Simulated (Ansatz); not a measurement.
# Cs on Ni(100): change of the work function, part 4 of 4

How does Cs on the hollow site change the work function of Ni(100) as the layer fills?

Ansatz 0.2.0; plane-wave DFT, PBE, Ansatz PAW.

So far, work function, upper face (eV): step 2 (the clean slab) 4.88; step 3 (37 atoms, coverage 0.111 ML, cell 3x3) 1.84.

### 4. The covered slab, k-mesh 6×6×1, coverage 0.25 ML (continued)

Projected DOS per atom, spin down over height of the atomic layer and energy from the Fermi level. Layers: Ni4 Ni4 Ni4 Ni4 Cs from below.

Ten even steps from '_' (0.00 states/eV) to '@' (2.02 states/eV), each cell a mean:
```
________..
________..
________..
======--..
@@****%%__
%%****%%__
%%++++##__
##++**%%__
==++++++__
========__
::----::__
::++++::__
..::::..__
....::..__
__________
__________
__________
__________
__________
__________
__________
__________
```
Columns: height of the atomic layer (Å) from 9 to 17.2 (not evenly spaced); rows upwards: energy from the Fermi level (eV) from -7.96 to 1.95.

Site moment by atom:

```csv
atom,site moment (μB)
Ni1,0.760
Ni2,0.692
Ni3,0.683
Ni4,0.670
Ni5,0.765
Ni6,0.692
Ni7,0.674
Ni8,0.670
Ni9,0.765
Ni10,0.692
Ni11,0.674
Ni12,0.670
Ni13,0.764
Ni14,0.692
Ni15,0.680
Ni16,0.670
Cs17,-0.013
```

Spin density in the ca plane at fractional y = 0.250, with atoms of Ni and Cs within 0.2 Å of it.

Values in e/Å³, 7 rows by 16 columns, each cell a mean:
```
0.0 0.1 0.0 0.0 0.0 0.0 0.0 0.0 0.0 0.0 0.0 0.0 0.0 0.0 0.0 0.0
0.0 1.1 0.0 0.0 0.5 0.6 0.0 0.0 0.0 0.0 0.0 0.0 0.0 0.0 0.0 0.0
0.0 0.2 0.0 0.0 0.1 0.1 0.0 0.0 0.0 0.0 0.0 0.0 0.0 0.0 0.0 0.0
0.0 0.0 0.0 0.0 0.0 0.0 0.0 0.0 0.0 0.0 0.0 0.0 0.0 0.0 0.0 0.0
0.0 0.5 0.0 0.0 0.2 0.3 0.0 0.0 0.0 0.0 0.0 0.0 0.0 0.0 0.0 0.0
0.0 0.9 0.0 0.0 0.3 0.5 0.0 0.0 0.0 0.0 0.0 0.0 0.0 0.0 0.0 0.0
0.0 0.0 0.0 0.0 0.0 0.0 0.0 0.0 0.0 0.0 0.0 0.0 0.0 0.0 0.0 0.0
```
Columns run along c (16.0 Å, from fractional 0.29 to 0.89 of the cell), rows up along a (5.0 Å). Atoms in or near the plane, at fractional coordinates: Ni at (0.34, 0.25), Ni at (0.47, 0.25), Ni at (0.34, 0.75), Ni at (0.47, 0.75), Cs at (0.64, 0.25).

Valence density in the ca plane at fractional y = 0.250, with atoms of Ni and Cs within 0.2 Å of it. It is the smooth field of the valence electrons, not physical close to the nuclei.

Ten steps, logarithmic in the rise over the least value, from '0' (0 e/Å³) to '9' (40 e/Å³), each cell a mean:
```
00111111111111111111000000000000000000000000
00255311001135521100000000000000000000000000
01589621001269951000000000000000000000000000
01589621001269851000000000000000000000000000
00255311001135521100000000000000000000000000
00111111111111111111000000000000000000000000
00011111111111111111000001111000000000000000
00133211111123311110000112222100000000000000
01478511001157741100000122222100000000000000
01599621001269951000000122012100000000000000
01477511001157741100000122222100000000000000
00133211111123311110000112222100000000000000
00011111111111111111000001110000000000000000
```
Columns run along c (16.0 Å, from fractional 0.29 to 0.89 of the cell), rows up along a (5.0 Å). Atoms in or near the plane, at fractional coordinates: Ni at (0.34, 0.25), Ni at (0.47, 0.25), Ni at (0.34, 0.75), Ni at (0.47, 0.75), Cs at (0.64, 0.25).

Electrostatic potential energy in the ca plane at fractional y = 0.250, with atoms of Ni and Cs within 0.2 Å of it. With pseudopotentials it is smooth inside the atoms' cores, unlike the true potential.

Ten even steps from '0' (-57 eV) to '9' (7 eV), each cell a mean:
```
99988899999988899999999999999999999999999999
99632589999852369999999999999999999999999999
98300179999720038999999999999999999999999999
98300279999720038999999999999999999999999999
99632589999853369999999999999999999999999999
99988899999988899999999999999999999999999999
99999999999999999999999988778999999999999999
99865799999975689999999875556899999999999999
98410389999830148999999755555799999999999999
98200179999710028999999755555789999999999999
98410389999830148999999755555799999999999999
99865799999976689999999875556899999999999999
99999999999999999999999988778999999999999999
```
Columns run along c (16.0 Å, from fractional 0.29 to 0.89 of the cell; values clipped at the 3rd and 97th percentile), rows up along a (5.0 Å). Atoms in or near the plane, at fractional coordinates: Ni at (0.34, 0.25), Ni at (0.47, 0.25), Ni at (0.34, 0.75), Ni at (0.47, 0.75), Cs at (0.64, 0.25).

The relaxation took 5 steps and lowered the energy by 0.14 eV; the largest force on the free atoms ends at 0.013 eV/Å.

By hand: a sheet of dipoles makes a step −p/(ε₀A) in the electron's potential. With e/ε₀ = 180.95 V·Å, p = 0.4343 e·Å and A = 24.78 Å², that is −180.95 × (0.4343) / 24.78 = -3.171 eV, and the two vacuum levels of the run differ by -3.171 eV.

The covered face has 1.73 eV, -3.16 eV against the clean one; the bare back face has moved by +0.02 eV, a measure of how thin the slab is.

### 5. Work function against coverage

This step: plane-wave DFT, PBE, Ansatz PAW; work function against coverage (Ansatz 0.2.0).

The runs are now put side by side.

Numbers from this step:

- work function of the clean face: 4.883 eV
- largest change of the work function: -3.155 eV

Work function of the covered face against coverage:

```csv
coverage (adsorbates/nm²),work function of the covered face (eV)
0.00,4.88
1.79,1.84
4.04,1.73
```

The dipole per adsorbate comes from the change of the cell's dipole. Coverage, by row:

```
coverage (1/nm²)  coverage (ML)  work function (eV)  change (eV)  dipole per adsorbate, positive end outwards (debye)  mean height of the added atoms over the highest substrate atom (Å)
           1.793         0.1111               1.842       -3.041                                                 4.52                                                               2.914
           4.035           0.25               1.727       -3.155                                                2.086                                                               2.903
```

### 6. What came out

| Property | Result |
| --- | --- |
| work function of the clean face | 4.88 eV |
| work function at 0.11 ML | 1.84 eV |
| work function at 0.25 ML | 1.73 eV |
| dipole per adsorbate at 0.11 ML, positive end outwards | 4.52 D |

Cs lowers the work function of Ni(100) at the lowest coverage, by 3.04 eV: the adsorbate layer has its positive end outwards. The slab has 4 layers, at the tabulated experimental lattice constant, one starting site was run, and quantum-size effects of a slab this thin can reach one or two tenths of an eV. The magnetic order is the one reached from the typed start; other orders were not compared.

[Logs are printed without paths, hosts, clocks, repeated set-up lines and the standing remarks that a program may print on its own settings, such as how far it seeks lower states.]

[Hosts, paths, dates, database ids (printed as entryN), source tags and the programs' standing remarks are cut or masked in the printed files.]

[Maps of the electrostatic potential energy from Ansatz leave out the sawtooth potential of an applied field or a dipole correction, so their vacuum need not be flat; planar profiles and work functions include it.]
